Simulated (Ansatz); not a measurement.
# Cd2C (model cell, started as antifluorite): phonons and vibrational spectra, part 2 of 2

Wanted: vibrations and spectra of Cd2C (model cell, started as antifluorite); the cell is already relaxed. After the zone centre comes a 4×4×4 q mesh on a 12×12×12 k mesh.

Ansatz 0.2.0; DFT PBEsol, scalar-relativistic, plane waves, PAW.

So far. Step 2 (Zone-centre response): Before it was imposed, the acoustic sum rule was missed by 2.3e-5 eV/Å². Small misses are needed for a sound result but don't prove that mesh and cutoff are converged. The lowest optical mode is real, 143 cm⁻¹.

The structure was built from a prototype and need not be the compound's stable phase.

## (3) The dispersion

Stability and thermal properties need the whole zone. Linear response on a 4×4×4 q mesh gives force constants as far as a supercell of that size would.

Input file input.yaml:

```yaml
crystal:
  lattice:
    - [0.0, 2.8883649712, 2.8883649712]
    - [2.8883649712, 0.0, 2.8883649712]
    - [2.8883649712, 2.8883649712, 0.0]
  atoms:
    - { symbol: C, position: [0.0, 0.0, 0.0] }
    - { symbol: Cd, position: [0.25, 0.25, 0.25] }
    - { symbol: Cd, position: [0.75, 0.75, 0.75] }
kpoints:
  mp_grid: { grid: [12, 12, 12] }
hamiltonian:
  xc: pbesol
scf:
  occupations: { method: methfessel_paxton, width: 0.2 }
output:
  eigenvalues: true
phonons:
  method: dfpt
  qmesh: [4, 4, 4]
  temperatures: { t_max: 1000, t_step: 50 }
  qpath:
    path:
      - [[0.0, 0.0, 0.0], [0.5, 0.0, 0.5], [0.625, 0.25, 0.625]]
      - [[0.375, 0.375, 0.75], [0.0, 0.0, 0.0], [0.5, 0.5, 0.5], [0.5, 0.25, 0.75], [0.5, 0.0, 0.5]]
    npoints: 10
```

Run with:

```sh
> ansatz run input.yaml --threads 4 --pin off --max-ram 7168MiB --backend cpu --events-out ev --progress --plain --runs-dir out
```

Numbers of over 12 decimals in the logs are rounded to 6 here.

The program printed:

```text
Warning: phonons: the dynamical matrix that this run interpolates holds no multipole term above the dipole-dipole one, and a site of this crystal is no centre of inversion, so its interpolated transverse optical and acoustic branches and sound speeds can stay off near Gamma, and the density of states and the thermodynamics with them. What a run solves at a wave vector of phonons.qpoints, Gamma apart, where the deck admits one, is free of this, and under fd what a larger phonons.supercell samples
[...]
Crystal: 3 atoms, lattice volume = 48.193 Å³
Basis set: ecut = 420 eV, 941 PW (Γ), exchange–correlation on 60×60×60 points (8 copies of the dense FFT grid, shifted against one another)
Bands: 27, of which v1, the nominal top of the filled ones, is band 22 counted from 1 (21 counted from 0)
Symmetry: 48 space group operations
k-points: 72 of 1728
[...]
SCF iter   1: F=—  HF=-16611.512662 eV  |F-HF|=—  |Δ(HF+E_count)|=         —  Δρ=9.40e-3  dr2=5.36e-2  ethr=1.77e-3  ⟨swp⟩=4.2  Hψ=6843  notcnv=0
[...]
SCF iter  10: F=-16611.498759 eV  HF=-16611.498759 eV  |F-HF|=7.28e-12  |Δ(HF+E_count)|=  1.46e-11  S|Δr|=    0.00e0  Δρ=2.57e-8  dr2=2.14e-13  ethr=1.00e-12  ⟨swp⟩=7.2  Hψ=7502  notcnv=0
SCF 1 converged in 10 iterations: F = -16611.498759 eV  dr2 = 2.14e-13
[...]
iter 1 solved again at ethr=8.17e-9 eV; its pass at ethr=3.10e-3 eV (dr2=3.60e-6 eV) is discarded
SCF iter   1: F=—  HF=-16611.498759 eV  |F-HF|=—  |Δ(HF+E_count)|=         —  Δρ=1.33e-7  dr2=1.18e-11  ethr=8.17e-9  ⟨swp⟩=3.1  Hψ=12186  notcnv=0
eigensolver tolerance schedule: the retry pair's looser diagonalisation over-reported the residual by 305777.74 of it (diagonalisation noise at 4.15 of the residual, at the tolerance the schedule requests for it); recorded, not acted on — ethr = c·dr2/N_el stays at c = 1.0e-1
[...]
SCF iter   2: F=-16611.498759 eV  HF=-16611.498759 eV  |F-HF|=0.00e0  |Δ(HF+E_count)|=   1.45e-9  S|Δr|=    0.00e0  Δρ=7.58e-8  dr2=3.86e-12  ethr=1.00e-12  ⟨swp⟩=3.6  Hψ=7369  notcnv=0
SCF 2 converged in 2 iterations: F = -16611.498759 eV  dr2 = 3.86e-12
phonons: the bands overlap, so this run is a metal and interpolates without the dipole-dipole term. If the crystal is really an insulator or semiconductor, its LO-TO splitting is missing
NSCF: frozen V_eff on 72 k-points
WARN: eigensolver did not converge in 3 slots of this pass, the one above among them; of largest residual over every band (k=17): 1 band(s) unlocked (lowest unlocked band 26, counted from 0; max residual 4.69e-4 eV among the unlocked bands, 4.69e-4 eV over every band); of lowest unlocked band (k=7): band 26
[...]
DFPT response loops at q = (0, 0, 0) (fractional): preconditioner auto → Kerker (q_TF=auto, 2.687 Å⁻¹) (partly filled bands, converged f_vac=0.031); β = 1.00, the filter's whole step (`scf.mixing.beta` (0.50) is not read by the response loops under this deck's `scf.mixing.preconditioner`; to damp them name `kerker` or `kerker_dos`, under which they read `scf.mixing.beta`, and type it under 1.00, their step now; both keys bind the ground state too); Broyden in place of MSR1
[...]
SCF converged after 10 iterations
[...]
Free energy (F): -16611.498759 eV
[...]
Internal energy: -16611.498757 eV  (E = F + TS)
E sigma→0 (E₀):  -16611.498759 eV
Entropy (-TS):   -0.000002 eV (-0.001 meV/atom)
Fermi energy:    14.444580 eV
[...]
--- Band table (eV; the first three rows and the last of 72) ---
  k-point 0: bands = [... 18 lower, 6.7412, 12.6647, 14.6201, 14.6201, 14.6201, 18.3717, 18.3717, 18.3717, ... 1 higher]
  k-point 1: bands = [... 18 lower, 6.6931, 12.4834, 14.5325, 14.5325, 14.5805, 18.0978, 18.5393, 18.5393, ... 1 higher]
  k-point 2: bands = [... 18 lower, 6.5550, 11.8975, 14.3269, 14.3269, 14.4767, 17.8070, 18.9396, 18.9396, ... 1 higher]
  k-point 71: bands = [... 18 lower, 7.1703, 10.3234, 10.3234, 10.7065, 18.0175, 18.4047, 18.6143, 18.6143, ... 1 higher]
--- Phonons (Γ-DFPT): 2 representative perturbations + reference (Σ response iterations 7) ---
  ASR residual: 2.404e-5 → 0.000e0 eV/Å²; symmetrization residual: 2.297e-6 eV/Å²
  ASR residual per site (eV/Å²): 2.40e-5 4.29e-6 4.29e-6
  Γ frequencies (cm⁻¹): 0.00 0.00 0.00 143.10 143.10 143.10 170.47 170.47 170.47
--- Phonons (arbitrary-q DFPT): 8 irreducible q on the 4×4×4 mesh ---
  q = [0.0000, 0.0000, 0.0000] (star 1, of the zone-centre solve; hermiticity 1.01e-6, symmetrization 2.96e-12): -0.00 -0.00 0.00 143.10 143.10 143.10 170.47 170.47 170.47
  q = [0.0000, 0.0000, 0.2500] (star 8, 2 solved perturbations on 936 of 1728 k-point pairs; hermiticity 4.28e-7, symmetrization 2.80e-12): 56.36 56.36 89.78 131.48 131.48 135.77 223.52 223.52 326.54
[...]
q = [0.0000, 0.2500, 0.2500] (star 6, 4 solved perturbations in 1608 linear systems a pass and spin channel, the states on 510 of 1728 k-point pairs; hermiticity 6.36e-7, symmetrization 5.45e-13): 23.78 23.78 101.31 129.44 140.50 140.50 262.35 262.35 348.65
[...]
sum rule: each row above includes the acoustic sum rule's correction from the zone centre's row sums; it moved no ω² by more than (0.74 cm⁻¹)²
  mesh force constants: q→R imaginary residual 9.04e-18; ASR residual 2.404e-5 → 0.000e0 eV/Å²; symmetrization residual 4.441e-15 eV/Å²
  interpolated dispersion: 62 rows × 9 modes
  density of states and harmonic sums: on the 20×20×20 q-mesh, interpolated from the force constants of a 4×4×4 supercell (no non-analytic term)
  largest difference from the sums on the solved wave vectors: F 1.08e-2 eV, S 1.37e-5 and C_V 2.91e-6 eV/K
  zero-point energy: 0.093700 eV/cell   skipped modes (ω ≤ 0): 46, of them read as no rigid motion or as one in doubt: 43 (1.534e-1 modes/cell left out, lowest -35.61 cm⁻¹)   left out of the sums: 1.71e-2 of the cell's modes: C_V's classical limit lies that fraction below 3 k_B per atom; for a crystal, a wire or a layer, F and S can be off by more, and a phonons.interpolated_qmesh denser along its periods is the remedy for the sampling
```

Run time: 5.7 min. Hardware: 4 threads of AMD EPYC 9R14 (Zen 4), shared host; peak memory 4.3 GiB; 22 min of CPU time.

Numbers from this step:

| Quantity | Value |
| --- | --- |
| sum-rule residual before enforcement | 2.40e-5 eV/Å² |
| lowest frequency on the path | -35.61 cm⁻¹ |
| highest frequency on the path or at a solved wavevector | 378.4 cm⁻¹ |
| lowest mode on the q mesh (acoustic modes at Γ apart) | -35.61 cm⁻¹ |

Frequencies (cm⁻¹) solved at each irreducible wavevector; negative means imaginary. Frequencies by wavevector, by row:

```
q in reciprocal lattice units  star  mode 1  mode 2  mode 3  mode 4  mode 5  mode 6  mode 7  mode 8  mode 9
                        0 0 0     1       0       0       0   143.1   143.1   143.1   170.5   170.5   170.5
                     0 0 0.25     8    56.4    56.4    89.8   131.5   131.5   135.8   223.5   223.5   326.5
                     0 0 -0.5     4    89.6    89.6   109.5   110.4   110.4   143.2   243.4   243.4   346.4
                  0 0.25 0.25     6    23.8    23.8   101.3   129.4   140.5   140.5   262.4   262.4   348.6
                  0 0.25 -0.5    24    51.5    58.7    63.8   128.8     138   161.4   282.9   326.1   360.3
                 0 0.25 -0.25    12      20   101.5   101.6   102.7   128.4   151.7   267.9   326.3   349.4
                  0 -0.5 -0.5     3   -35.6    29.3    29.3   135.1   135.1   185.7     293     293   374.7
              0.25 -0.5 -0.25     6   -27.4    19.2   103.8   103.8   151.7   169.5   323.7   351.5   351.5
```

Interpolated from a 4×4×4 q mesh. The phonon branches at the labelled points (cm⁻¹):

```
    point  branch 1  branch 2  branch 3  branch 4  branch 5  branch 6  branch 7  branch 8  branch 9
        Γ         0         0         0       143       143       143       170       170       170
  halfway        24        24       101       129       140       140       262       262       349
        X       -36        29        29       135       135       186       293       293       375
  halfway       -34        38        41       133       138       182       294       311       373
        U       -26        58        62       127       139       173       293       341       367
jump to K       -26        58        62       127       139       173       293       341       367
  halfway        25        82       110       118       120       146       242       285       335
        Γ         0         0         0       143       143       143       170       170       170
  halfway        56        56        90       132       132       136       224       224       326
        L        90        90       110       110       110       143       243       243       346
  halfway        55        59       100       109       140       156       283       322       356
        W       -27        19       104       104       152       170       324       352       352
  halfway       -32        25        62       129       143       179       309       314       371
        X       -36        29        29       135       135       186       293       293       375
```

The phonon branches as a text plot (rows in cm⁻¹):

```
    370 |       ***********                                 *****
    353 |      *           *****              **************
    335 |                **  ** *            *         *    *
    318 |    **        **      * *          *         *  *****
    301 |           *******                *         * **     ***
    284 |       ****       **   * **                * *
    266 |   *  *             ***          *        ***
    249 |    **                 **             *****
    232 |  *                     ****       ***
    215 |   *                            * *
    197 |  *                      ****    *
    180 | *       *********         **  **                  *****
    163 |*       *         **         **              ******
    146 |***********   ***** ***************   ****************
    128 |  **  *    ****************       ****    ***      *****
    111 |    **             *****             **************
     94 |      *            **** *          **  ********   *
     77 |   *   *          *    * **       *  **   ***      **
     59 |  *     *       **      ****     * **       **       *
     42 |              **           *    ***           **      *
     25 | *************      *********  **              *********
      8 |**                 *        ****
    -10 |                  *
    -27 |           *******                              ********
         Γ           X  U|K            Γ         L        W     X
```

Tetrahedra on a 20×20×20 mesh, mean over bins of 5 cm-1. Interpolated from a 4×4×4 q mesh. Table of phonon density of states by wavenumber; read off at these points:

```
wavenumber (cm⁻¹)  phonon density of states (1/cm⁻¹/cell)
              -38                                  3.0e-5
              -28                                 0.00618
              -18                                  0.0046
               -2                                 0.00326
                8                                 0.00366
               18                                 0.00885
               28                                  0.0447
               42                                  0.0296
               52                                  0.0287
               62                                  0.0290
               72                                  0.0300
               88                                  0.0352
               98                                  0.0374
              108                                  0.0348
              118                                  0.0418
              132                                  0.0614
              142                                   0.100
              152                                  0.0224
              162                                  0.0211
              178                                 0.00929
              188                                 0.00131
              198                                 0.00194
              208                                 0.00269
              222                                 0.00435
              232                                 0.00621
              242                                  0.0107
              252                                  0.0148
              268                                  0.0173
              278                                  0.0196
              288                                  0.0243
              292                                  0.0321
              298                                  0.0262
              312                                  0.0171
              322                                  0.0143
              332                                  0.0152
              342                                  0.0181
              358                                  0.0503
              368                                  0.0166
              378                                 0.00386
```

The partial phonon density of states has structure finer than the step of the table below, so its rows give means over 20 cm⁻¹, whole bins alone (the curve runs from -45.2 to 399 cm⁻¹). Peaks (cm⁻¹: height): C 295.9: 0.0316, 354.6: 0.0470; Cd 27.5: 0.0412, 139.3: 0.0958.

Phonopy on the run's constants, 17x17x17 mesh, Gaussian sigma 3.2 cm-1. Interpolated from a 4×4×4 q mesh. Table of partial phonon density of states by wavenumber; means over each step; values in 1/cm⁻¹/cell:

```
wavenumber (cm⁻¹)        C       Cd
              -20        0  0.00587
                0   4.2e-6  0.00181
               20   1.6e-4   0.0212
               40   2.4e-4   0.0307
               60   2.9e-4   0.0284
               80   4.7e-4   0.0313
              100   4.9e-4   0.0314
              120   8.5e-4   0.0437
              140  0.00205   0.0704
              160   3.3e-4   0.0218
              180   8.2e-4  0.00741
              200  0.00209   1.4e-4
              220  0.00400   2.0e-4
              240  0.00918   4.6e-4
              260   0.0152   7.3e-4
              280   0.0197   9.2e-4
              300   0.0234  0.00105
              320   0.0152   4.6e-4
              340   0.0193   4.2e-4
              360   0.0311   4.6e-4
              380  0.00511   3.7e-5
```

Symmetry leaves 8 wavevectors to solve. The lowest mode among them, the acoustic zeros apart, lies at q = (0, -0.5, -0.5) and is imaginary, 35.6i cm⁻¹, so the energy falls along it.

## (4) Isotope substitution, element C, natural mass 12.011 amu

An isotope changes the mass and not the force constants, so no new electronic calculation is needed; the shifts show which modes move this element.

The same force constants with the mass of C changed from 12.011 to 13.003 u (phonopy, no LO-TO term). Both lists are sorted by frequency; levels can cross, so a row need not hold one and the same mode. Modes under 3 cm⁻¹ are left out. Isotope shifts, by row:

```
          q  rank  natural mass (cm⁻¹)  changed mass (cm⁻¹)
      0 0 0     4                143.1                143.1
      0 0 0     5                143.1                143.1
      0 0 0     6                143.1                143.1
      0 0 0     7                170.5                164.2
      0 0 0     8                170.5                164.2
      0 0 0     9                170.5                164.2
   0 0 0.25     1                56.36                56.28
   0 0 0.25     2                56.36                56.28
   0 0 0.25     3                89.78                89.75
   0 0 0.25     4                131.5                131.4
   0 0 0.25     5                131.5                131.4
   0 0 0.25     6                135.8                135.7
   0 0 0.25     7                223.5                215.3
   0 0 0.25     8                223.5                215.3
   0 0 0.25     9                326.5                314.2
   0 0 -0.5     1                89.56                89.33
   0 0 -0.5     2                89.56                89.33
   0 0 -0.5     3                109.5                109.5
   0 0 -0.5     4                110.4                110.4
   0 0 -0.5     5                110.4                110.4
   0 0 -0.5     6                143.2                143.2
   0 0 -0.5     7                243.4                234.5
   0 0 -0.5     8                243.4                234.5
   0 0 -0.5     9                346.4                  333
0 0.25 0.25     1                23.78                23.77
0 0.25 0.25     2                23.78                23.77
0 0.25 0.25     3                101.3                101.3
0 0.25 0.25     4                129.4                129.3
0 0.25 0.25     5                140.5                140.3
0 0.25 0.25     6                140.5                140.3
0 0.25 0.25     7                262.4                252.6
0 0.25 0.25     8                262.4                252.6
0 0.25 0.25     9                348.6                335.4
```

A mode of this element alone would shift by -3.89 %. The highest zone-centre frequency without the field goes from 170.5 to 164.2 cm⁻¹ (-3.7 %). The product of the frequency ratios over all optical modes at Γ is 0.893; the product rule, (m/m′)^(3k/2) (M′/M)^(3/2) with k = 1 such atoms and M the mass of the cell, gives 0.893.

## (5) Isotope substitution, element Cd, natural mass 112.414 amu

The same for Cd, from 112.41 to 115.90 u.

A mode of this element alone would shift by -1.52 %. The highest zone-centre frequency without the field goes from 170.5 to 170.3 cm⁻¹ (-0.1 %). The product of the frequency ratios over all optical modes at Γ is 0.953; the product rule, (m/m′)^(3k/2) (M′/M)^(3/2) with k = 2 such atoms and M the mass of the cell, gives 0.953.

## (6) What came out

* space group (within 0.01 Å): Fm-3m
* volume per atom: 16.1 Å³
* electronic character: no gap on this mesh
* highest optical mode at the zone centre (no LO-TO term): 170 cm⁻¹
* lowest optical zone-centre mode: 143 cm⁻¹
* lowest mode on the q mesh (acoustic modes at Γ apart): -35.6 cm⁻¹
* highest frequency on the path or at a solved wavevector: 378 cm⁻¹
* imaginary modes on the 4×4×4 q mesh: yes

**Reading.** Modes are clearly imaginary (beyond 10i cm⁻¹) at 2 of the 8 irreducible wavevectors, most at q = (0, -0.5, -0.5) (35.6i cm⁻¹), so this structure is not a minimum of the energy. The optical modes at Γ span 143 to 170 cm⁻¹. The highest mode in this list at Γ, 170.5 cm⁻¹, is mostly motion of C (95 % of the kinetic energy). With no gap, or one that is small against the smearing, the frequencies hang on the k mesh and the smearing, most of all near Kohn anomalies. A phonon run warned that its eigensolver left some bands unconverged in a pass. The starting cell was built on a prototype and not taken from a measurement, so the phase need not exist. These are harmonic frequencies at zero temperature: anharmonic shifts, linewidths and thermal expansion are left out.

[Logs are printed without paths, hosts, clocks, repeated set-up lines and the standing remarks that a program may print on its own settings, such as how far it seeks lower states.]

[Hosts, paths, dates, database ids (printed as entryN), source tags and the programs' standing remarks are cut or masked in the printed files.]
